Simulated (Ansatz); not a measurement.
# Heat carried by phonons in BN (F-43m), part 2 of 3

How well does the lattice of BN conduct heat? The starting cell is a computed one from a database.

Measurements to reproduce:
- thermal conductivity 760 W/m/K near room temperature (given in “Combining the AFLOW GIBBS and Elastic Libraries to efficiently and robustly screen thermo-mechanical properties of solids”, 2017, arXiv:1611.05714)

Ansatz 0.2.0; DFT r2SCAN, scalar-relativistic, plane waves, PAW; PAW set soft_1.

So far. Step 2 (A first coarse run): The start is under -5.4 GPa at this level and looks like an insulator or semiconductor on this mesh. Step 4 (Relaxing to small residual forces and stress): The residual pressure is -9.6e-4 GPa, small enough for phonons. The relaxed cell has a = 3.609 Å (conventional setting).

### Step 6. Third-order constants and the Boltzmann equation

Pairs of atoms inside the cutoff are displaced in a supercell, the forces give the cubic constants, and these give the three-phonon rates of the Boltzmann equation.

input.yaml reads:

```yaml
crystal:
  lattice:
    - [0.0, 1.8044320083, 1.8044320083]
    - [1.8044320083, 0.0, 1.8044320083]
    - [1.8044320083, 1.8044320083, 0.0]
  atoms:
    - { symbol: B, position: [0.0, 0.0, 0.0] }
    - { symbol: "N", position: [0.75, 0.75, 0.75] }
kpoints:
  mp_grid: { grid: [12, 12, 12] }
hamiltonian:
  xc: r2scan
  pseudopotentials: { kind: paw, azcp: { folder: soft_1 } }
scf:
  occupations: { method: fixed }
  lower_state_search: "off"
output:
  eigenvalues: true
phonons:
  method: fd
  dielectric: true
  supercell: [4, 4, 4]
  temperatures: { t_max: 1000, t_step: 50 }
  qpath:
    path:
      - [[0.0, 0.0, 0.0], [0.5, 0.0, 0.5], [0.5, 0.25, 0.75], [0.375, 0.375, 0.75], [0.0, 0.0, 0.0], [0.5, 0.5, 0.5], [0.625, 0.25, 0.625], [0.5, 0.25, 0.75], [0.5, 0.5, 0.5], [0.375, 0.375, 0.75]]
      - [[0.625, 0.25, 0.625], [0.5, 0.0, 0.5]]
    npoints: 10
  third_order: { supercell: [4, 4, 4], pair_cutoff: 4.083 }
  lattice_thermal_conductivity:
    qmesh: [29, 29, 29]
    temperatures: [100.0, 150.0, 200.0, 300.0, 400.0, 500.0, 600.0, 800.0]
    isotope_mass_variance:
      - { species: B, variance: 0.001354 }
      - { species: "N", variance: 1.838e-05 }
    solution: relaxation_time
```

Command:

```sh
> ansatz run input.yaml --threads 18 --pin off --max-ram 92160MiB --backend cuda --events-out ev --progress --plain --runs-dir out --max-vram 78GiB
```

Numbers of over 12 decimals in the logs are rounded to 6 here.

Log:

```text
Warning: phonons: the dynamical matrix that this run interpolates holds no multipole term above the dipole-dipole one, and a site of this crystal is no centre of inversion, so its interpolated transverse optical and acoustic branches and sound speeds can stay off near Gamma, and the density of states and the thermodynamics with them. What a run solves at a wave vector of phonons.qpoints, Gamma apart, where the deck admits one, is free of this, and under fd what a larger phonons.supercell samples
Warning: phonons.dielectric: true without phonons.rigid_motions: the static dielectric tensor ε⁰ will be withheld (ε∞, Z* and the rows of modes are given); for a crystal or a slab, whose only rigid motions are the translations, set phonons.rigid_motions: translations
[...]
Crystal: 128 atoms, lattice volume = 752.024 Å³
Basis set: ecut = 500 eV, 19195 PW (Γ), exchange–correlation on 400×400×400 points (125 copies of the dense FFT grid, shifted against one another)
Bands: 384, of which v1, the nominal top of the filled ones, is band 256 counted from 1 (255 counted from 0)
Symmetry: 1536 space group operations
k-points: 4 of 27 (time reversal used)
[...]
SCF iter   1: F=-34816.607292 eV  HF=-34816.607292 eV  |F-HF|=7.28e-12  |Δ(HF+E_count)|=         —  Δρ=1.26e-8  dr2=9.30e-13  dr2_τ=4.41e-14  ethr=1.00e-12  ⟨swp⟩=3.0  Hψ=3548  notcnv=0
[...]
SCF iter   2: F=-34816.607292 eV  HF=-34816.607292 eV  |F-HF|=7.28e-12  |Δ(HF+E_count)|=  1.46e-11  Δρ=3.25e-9  dr2=4.79e-14  dr2_τ=1.69e-14  ethr=1.00e-12  ⟨swp⟩=2.0  Hψ=2568  notcnv=0
SCF 1 converged in 2 iterations: F = -34816.607292 eV  dr2 = 4.79e-14
[...]
SCF iter   2: F=-34816.607292 eV  HF=-34816.607292 eV  |F-HF|=0.00e0  |Δ(HF+E_count)|=  2.04e-10  Δρ=1.90e-9  dr2=1.20e-14  dr2_τ=5.41e-15  ethr=1.00e-12  ⟨swp⟩=3.0  Hψ=3538  notcnv=0
SCF 2 converged in 2 iterations: F = -34816.607292 eV  dr2 = 1.20e-14
[...]
Crystal: 2 atoms, lattice volume = 11.750 Å³
Basis set: ecut = 500 eV, 307 PW (Γ), exchange–correlation on 80×80×80 points (64 copies of the dense FFT grid, shifted against one another)
Bands: 8, of which v1, the nominal top of the filled ones, is band 4 counted from 1 (3 counted from 0)
Symmetry: 24 space group operations
k-points: 280 of 1728 (irreducible under 4 space group operations, time reversal used)
[...]
SCF 3 converged in 2 iterations: F = -544.009501 eV  dr2 = 4.74e-13
[...]
--- Phonons: 2 displaced members + reference (amplitude 0.0025 Å, Σ member SCF iterations 14) ---
  symmetry images taken by strict's conditions (phonons.symmetry_images: auto; settled by no image being taken that strict refuses)
  ASR residual: 5.921e-4 → 0.000e0 eV/Å²; symmetrization residual: 3.152e-5 eV/Å²
  largest component of a force at the reference: 1.8e-17 eV/Å
  ASR residual per site (eV/Å²): 1.73e-4 5.92e-4
  Γ frequencies (cm⁻¹): 0.00 0.00 0.00 1042.37 1042.37 1042.37
  Unit cell's response to a homogeneous field, on a k mesh of 12×12×12: 1 representative field direction (Σ response iterations 6)
  ε∞ (high-frequency dielectric tensor):
        4.455513     0.000000     0.000000
       -0.000000     4.455513     0.000000
        0.000000     0.000000     4.455513
  ε⁰ (static dielectric tensor): not given — the deck does not say what the cell's rigid motions are, and on a molecule in a box or a wire the rigid rotations would enter the sum over the modes at Γ. For a crystal or a slab, whose only rigid motions are the translations, set phonons.rigid_motions: translations.
  Born effective charges Z* (e; rows j = field, columns β = displacement):
    site 0:
         1.98145   -0.00000    0.00000
         0.00000    1.98145    0.00000
        -0.00000   -0.00000    1.98145
    site 1:
        -1.98145    0.00000   -0.00000
        -0.00000   -1.98145   -0.00000
         0.00000    0.00000   -1.98145
  Z* charge neutrality: 2.344e-5 e pre-enforcement
  k-mesh period / interband length: 30.6 Å / 1.28 Å = 23.96 at k = (0.0000, 0.0000, 0.0000), direct gap 9.581 eV — 14 or more, which is no proof of convergence
  optical modes at Γ without the LO–TO term, one row a degenerate level:
      ω (cm⁻¹)  modes    IR ((D/Å)²/amu)
       1042.37      3            44.5376
  optical modes at Γ + LO–TO along q̂ = [1.0000, 0.0000, 0.0000]:
      ω (cm⁻¹)  modes    IR ((D/Å)²/amu)
       1042.37      2            29.6917
       1300.51      1            14.8459
  optical modes at Γ + LO–TO along q̂ = [0.0000, 1.0000, 0.0000]:
      ω (cm⁻¹)  modes    IR ((D/Å)²/amu)
       1042.37      2            29.6917
       1300.51      1            14.8459
  optical modes at Γ + LO–TO along q̂ = [0.0000, 0.0000, 1.0000]:
      ω (cm⁻¹)  modes    IR ((D/Å)²/amu)
       1042.37      2            29.6917
       1300.51      1            14.8459
  density of states and harmonic sums: on the 32×32×32 q-mesh, interpolated from the force constants of a 4×4×4 supercell (with the dipole–dipole term)
  largest difference from the sums on the solved wave vectors: F 5.25e-3 eV, S 9.41e-6 and C_V 3.92e-6 eV/K
  zero-point energy: 0.318594 eV/cell   skipped modes (ω ≤ 0): 3   left out of the sums: 1.53e-5 of the cell's modes: C_V's classical limit lies that fraction below 3 k_B per atom; for a crystal, a wire or a layer, F and S can be off by more, and a phonons.interpolated_qmesh denser along its periods is the remedy for the sampling
--- Third-order force constants: 166 member SCFs in a 4×4×4 supercell (pair cutoff 4.083 Å, amplitude 0.03 Å, SCF threshold 1.00e-9 eV, Σ member SCF iterations 1162) ---
[...]
sum-rule residual: 8.689e-1 → 6.552e-14 eV/Å³; symmetrization residual: 6.333e-2 eV/Å³; largest sum-rule correction relative to its orbit: 1.802e-1, on the orbit of the block of home site 0 with site 1 of cell (-2, -1, 0) and site 1 of cell (-2, -1, 0), whose norm before the correction was 1.364e0 eV/Å³
--- Lattice thermal conductivity: 29×29×29 mesh (680 irreducible points), tetrahedron method ---
  three-phonon and isotope scattering only; four-phonon, boundary and, in a metal, phonon-electron scattering are left out
  each conductivity is what the modes' populations carry and what the coherences between them add
  conductivity (a third of the tensor's trace), W/(m K), in the relaxation-time approximation:
       T (K)   relaxation time
      100.00         6059.6282
      150.00         2731.8497
      200.00         1399.3281
      300.00          703.3945
      400.00          522.2824
      500.00          435.3839
      600.00          379.4473
      800.00          306.2849
```

Run time: 6.5 min. Hardware: 1 × NVIDIA GB200 with 18 threads of Arm Neoverse V2, shared host; peak memory 3.1 GiB; 57 min of CPU time.

Numbers from this step:

- Γ frequencies: 0, 0, 0, 1042, 1042, 1042 cm⁻¹ (negative: imaginary)
- lowest frequency on the path: 0 cm⁻¹
- zero-point energy: 0.3186 eV/cell
- point group: -43m
- highest frequency: 1300 cm⁻¹
- Debye temperature from the second moment: 1648 K
- κ at 300 K (relaxation time): 703.4 W/m/K
- dipole term: run
- mean free path at half of κ: 266 nm
- share of κ above the three lowest branches: 0.004
- third-order blocks: 2102
- periodic aliases dropped: 72
- largest relative sum-rule correction: 0.1802
- displaced cells, third order: 166

LO-TO term included. Phonon branches along the path, in cm⁻¹:

```
    point  branch 1  branch 2  branch 3  branch 4  branch 5  branch 6
        Γ         0         0         0      1042      1042      1300
  halfway       479       479       659       991       991      1274
        X       718       718       895       895      1025      1169
  halfway       748       768       893       903      1018      1107
        W       787       828       885       962       985      1009
  halfway       725       853       884       929       985      1060
        K       679       869       889       908       981      1090
  halfway       432       544       675       988      1022      1227
        Γ         0         0         0      1042      1042      1300
  halfway       359       359       637      1009      1009      1263
        L       498       498       977       978       978      1158
  halfway       577       671       950       959       994      1106
        U       679       869       889       908       981      1090
  halfway       725       853       884       929       985      1060
        W       787       828       885       962       985      1009
  halfway       611       703       940       955       998      1091
        L       498       498       977       978       978      1158
  halfway       577       671       950       959       994      1106
        K       679       869       889       908       981      1090
jump to U       679       869       889       908       981      1090
  halfway       708       768       893       898      1020      1139
        X       718       718       895       895      1025      1169
```

The phonon branches as a text plot (rows in cm⁻¹):

```
   1273 |******               *********
   1219 |      *             *         **
   1165 |       ***        **            **            ***     **
   1111 |          *    ***                *****     **   *****
   1057 |**         *  *        ****            ** **
   1002 |  ***  ********** *****    *********  *************  ***
    948 |     **     ***  ***            ****** ******** *****
    894 |       ***********             *     *******        ****
    840 |      *     **** *            *      * ****         **
    786 |     *     ***    *                 *    * *       *  *
    732 |       ****   *   **                   ** *           **
    677 |    *          ***  *              * **    **     * **
    623 |      *            *         *      *       *    * *
    569 |   * *            * **            **         **  **
    515 |                   *        *   ***           ***
    461 |    *                **       **
    406 |  **                *      *
    352 |                     **      *
    298 | **                    *    *
    244 |                      **   *
    190 | *                     **
    135 |*                       * *
     81 |*                       * *
     27 |                         *
         Γ       X    W  K        Γ      L     U  W     L   K|U X
```

Lattice thermal conductivity, RTA xx against temperature:

```
temperature (K)  lattice thermal conductivity, RTA xx (W/m/K)
            100                                          6060
            150                                          2732
            200                                          1399
            300                                           703
            400                                           522
            500                                           435
            600                                           379
            800                                           306
```

The modes has structure finer than the step of the table below, so its rows give means over 25 cm⁻¹, whole bins alone (the curve runs from -10 to 1348 cm⁻¹). Peaks (cm⁻¹: height): B 998.0: 0.0143, 1143.3: 0.00363; N 895.5: 0.00807, 998.0: 0.0122.

Phonopy on the run's constants, 21x21x21 mesh, Gaussian sigma 9.7 cm⁻¹. Modes against wavenumber; means over each step; values in 1/cm⁻¹/cell:

```
wavenumber (cm⁻¹)        B        N
               25        0   6.2e-7
               50   4.2e-6   5.1e-6
               75   2.6e-5   3.5e-5
              100   3.0e-5   4.0e-5
              125   4.8e-5   6.5e-5
              150   1.1e-4   1.5e-4
              175   7.9e-5   9.8e-5
              200   1.5e-4   1.9e-4
              225   2.2e-4   2.8e-4
              250   2.3e-4   2.9e-4
              275   2.9e-4   3.7e-4
              300   3.9e-4   5.0e-4
              325   3.8e-4   4.9e-4
              350   6.3e-4   8.0e-4
              375   5.6e-4   7.1e-4
              400   8.0e-4  0.00101
              425   9.9e-4  0.00124
              450  0.00111  0.00139
              475  0.00151  0.00189
              500  0.00206  0.00259
              525  0.00222  0.00278
              550  0.00240  0.00296
              575  0.00251  0.00307
              600  0.00258  0.00310
              625  0.00276  0.00324
              650  0.00281  0.00325
              675  0.00304  0.00343
              700  0.00312  0.00341
              725  0.00285  0.00307
              750  0.00239  0.00264
              775  0.00213  0.00251
              800  0.00192  0.00253
              825  0.00199  0.00277
              850  0.00179  0.00247
              875  0.00215  0.00409
              900  0.00469  0.00729
              925  0.00651  0.00666
              950  0.00788  0.00795
              975   0.0108  0.00955
             1000   0.0128   0.0111
             1025  0.00543  0.00499
             1050  0.00137  0.00109
             1075  0.00215  0.00142
             1100  0.00322  0.00183
             1125  0.00333  0.00164
             1150  0.00343  0.00162
             1175  0.00301  0.00153
             1200  0.00253  0.00146
             1225  0.00228  0.00142
             1250  0.00206  0.00137
             1275  0.00166  0.00117
             1300   6.0e-4   4.4e-4
             1325   2.5e-5   2.0e-5
```

Distinct triplets, nearest first. Third order norms, by row:

```
sites  side 1 (Å)  side 2 (Å)  side 3 (Å)  norm of the 27 components (eV/Å³)
B-B-B           0           0           0                              202.3
N-N-N           0           0           0                              197.6
B-N-N           0        1.56        1.56                              93.17
B-N-B           0        1.56        1.56                              95.06
B-N-N        1.56        1.56        2.55                               2.81
B-N-B        1.56        1.56        2.55                              3.023
B-B-B           0        2.55        2.55                              5.581
B-B-B        2.55        2.55        2.55                              0.338
B-B-B        2.55        2.55        2.55                              1.051
N-N-N           0        2.55        2.55                              9.706
N-N-N        2.55        2.55        2.55                              0.572
N-N-N        2.55        2.55        2.55                              0.638
B-N-N        1.56        2.55        2.99                              0.786
B-N-B        1.56        2.55        2.99                              0.624
B-N-N           0        2.99        2.99                              1.267
B-N-N        2.55        2.99        2.99                              0.157
B-N-B        2.55        2.99        2.99                              0.053
B-N-B        2.55        2.99        2.99                              0.117
B-N-B           0        2.99        2.99                               0.97
B-B-B        2.55        2.55        3.61                               0.17
N-N-N        2.55        2.55        3.61                               0.08
B-N-B        1.56        2.99        3.61                              0.256
B-N-N        1.56        2.99        3.61                               0.15
B-B-B           0        3.61        3.61                              0.762
N-N-N           0        3.61        3.61                              0.309
B-N-N        1.56        2.55        3.93                              1.198
B-N-B        1.56        2.55        3.93                              0.718
B-N-N        2.55        2.99        3.93                              0.165
B-N-B        2.55        2.99        3.93                              0.272
B-N-N        2.99        3.61        3.93                              0.037
```

Born charge (rows field, columns displacement) (e), principal values of the symmetric part by kind of site:

```
atom  atoms with these values    low  middle   high   mean
  B1                        1   1.98    1.98   1.98   1.98
  N2                        1  -1.98   -1.98  -1.98  -1.98
```

In full for N2:

```
-1.98  0.00  0.00
 0.00 -1.98  0.00
 0.00  0.00 -1.98
```

RTA, 300 K. Kappa by branch, by row:

```
branch (by rank)  mean frequency (THz)  mean rms speed (km/s)  median lifetime (ps)  share of kappa
               1                  16.9                   6.07                  13.6           0.451
               2                 19.11                   7.88                  9.95           0.315
               3                 24.55                   6.34                  6.36            0.23
               4                  28.7                   1.85                  1.73           0.001
               5                 29.87                   1.73                  1.09           0.001
               6                 34.94                   3.72                  1.73           0.002
```

Table of spectral kappa at 300 K, relaxation time (W/m/K/THz) by frequency; read off at these points:

```
frequency (THz)  spectral kappa at 300 K, relaxation time (W/m/K/THz)
            0.5                                                     0
            1.5                                                  17.6
            2.5                                                  53.3
            3.5                                                  31.9
            4.5                                                  30.5
            5.5                                                  28.6
            6.5                                                  40.9
            7.5                                                  31.6
            8.5                                                  28.8
            9.5                                                  40.0
           10.5                                                  38.0
           11.5                                                  41.2
           12.5                                                  38.0
           13.5                                                  40.5
           14.5                                                  36.7
           15.5                                                  33.3
           16.5                                                  29.0
           17.5                                                  29.6
           18.5                                                  25.8
           20.5                                                  16.8
           21.5                                                  11.9
           22.5                                                  11.7
           23.5                                                  9.67
           24.5                                                  6.74
           25.5                                                  4.54
           26.5                                                  3.03
           27.5                                                  1.28
           28.5                                                 0.632
           29.5                                                 0.321
           30.5                                                 0.143
           31.5                                                 0.188
           32.5                                                 0.220
           33.5                                                 0.357
           34.5                                                 0.257
           35.5                                                 0.219
           36.5                                                 0.126
           37.5                                                0.0491
           38.5                                               0.00860
```

(Continued in part 3 of 3.)

[Logs are printed without paths, hosts, clocks, repeated set-up lines and the standing remarks that a program may print on its own settings, such as how far it seeks lower states.]

[Hosts, paths, dates, database ids (printed as entryN), source tags and the programs' standing remarks are cut or masked in the printed files.]

[A step with changed settings may run another functional than the one named; its input shows which.]
